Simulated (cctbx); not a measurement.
# What is wrong with this refinement?

Cell a = 7.5750 Å, b = 14.9430 Å, c = 8.3500 Å, α = 90.00°, β = 90.00°, γ = 90.00°; space group Pnma (no. 62). The compound is BaY4Ge4.

Simulated single-crystal data (cctbx): synchrotron X-rays, λ = 0.7749 Å, to d = 0.7 Å, 95 % of the full sphere, strongest reflection 5000 counts, noise from counting, a 6 % proportional error and a noise floor of 2 counts (s.d.); no absorption.

An anisotropic refinement with weights 1/σ² prints:

```text
Rint 0.071, 1492 unique reflections to 0.70 A
cycle     R1     wR2    GooF  max shift (A)
   1  0.0562  0.1322   2.440   0.00048
   2  0.0268  0.0666   1.229   0.00000
final R1 0.0268 wR2 0.0666 GooF 1.229  parameters 45  data/parameter 33.2
atom        x        y        z      Ueq    occ   su(xyz)  su(Uiso or U11)
Ba1    0.66655  0.25000  0.99040   0.0051  1.000  0.00005  0.0002
Ge1    0.17666  0.87045  0.68337   0.0024  1.000  0.00007  0.0002
Y1     0.49103  0.40316  0.67720   0.0068  1.000  0.00007  0.0002
Y2     0.78838  0.25000  0.64064   0.0116  1.000  0.00010  0.0003
Ge2    0.51521  0.25000  0.40644   0.0068  1.000  0.00011  0.0003
Ge3    0.32538  0.96222  0.96937   0.0066  1.000  0.00007  0.0003
difference map: max 2.12 min -2.00 rms 0.38
Q1    0.2053  0.6421  0.7191    8    2.18  0.41 A from Ge1
Q2    0.1827  0.6346  0.6437    8    1.88  0.34 A from Ge1
Q3    0.0293  0.0079  0.8866    8    1.22  1.46 A from Y1
Q4    0.0088  0.7500  0.4070    4    1.19  1.50 A from Ba1
Q5    0.1097  0.2500  0.8708    4    1.15  1.36 A from Y2
Q6    0.0555  0.7500  0.9301    4    1.12  0.57 A from Ge2
```

**Question.** Can this result stand? If not, what is the likely fault?

Mend it. The fault: elements exchanged: Y2 is Ge and Ge1 is Y. Against the right model at the same level, R1 goes from 0.0216 to 0.0268 and GooF from 0.94 to 1.23, U of Ge1 shrinks from 0.0071 to 0.0024 Å² and U of Y2 swells from 0.0067 to 0.0116 Å². Y2 has 7 electrons too many and its U swells to shed them, as expected; Ge1 has 7 electrons too few and its U shrinks to make up, as expected.

The compound is BaY4Ge4. The right model at the same level gives:

```text
Rint 0.071, 1492 unique reflections to 0.70 A
cycle     R1     wR2    GooF  max shift (A)
   1  0.0218  0.0516   0.952   0.00016
   2  0.0216  0.0510   0.940   0.00000
final R1 0.0216 wR2 0.0510 GooF 0.940  parameters 45  data/parameter 33.2
atom        x        y        z      Ueq    occ   su(xyz)  su(Uiso or U11)
Ba1    0.66654  0.25000  0.99041   0.0050  1.000  0.00004  0.0001
Y1     0.17665  0.87042  0.68336   0.0071  1.000  0.00005  0.0002
Y2     0.49100  0.40317  0.67719   0.0068  1.000  0.00005  0.0002
Ge1    0.78833  0.25000  0.64061   0.0067  1.000  0.00008  0.0003
Ge2    0.51523  0.25000  0.40647   0.0067  1.000  0.00008  0.0003
Ge3    0.32538  0.96224  0.96936   0.0065  1.000  0.00006  0.0002
difference map: max 1.11 min -1.05 rms 0.30
Q1    0.0142  0.7500  0.4078    4    1.25  1.53 A from Ba1
Q2    0.1126  0.2500  0.1243    4    1.17  0.78 A from Ge2
Q3    0.1142  0.2500  0.8722    4    1.10  1.32 A from Ge1
Q4    0.1838  0.2500  0.7792    4    1.09  1.04 A from Ge1
Q5    0.1966  0.7500  0.7024    4    1.07  1.81 A from Y1
Q6    0.2034  0.2104  0.9857    8    1.06  1.37 A from Ge1
```

The model was made for the exercise: a known structure type with other elements put in, its volume estimated, not relaxed; displacement parameters are assumed.

[Middle refinement cycles are left out of these outputs.]

[Logs are printed without paths, hosts, clocks, repeated set-up lines and the standing remarks that a program may print on its own settings, such as how far it seeks lower states.]
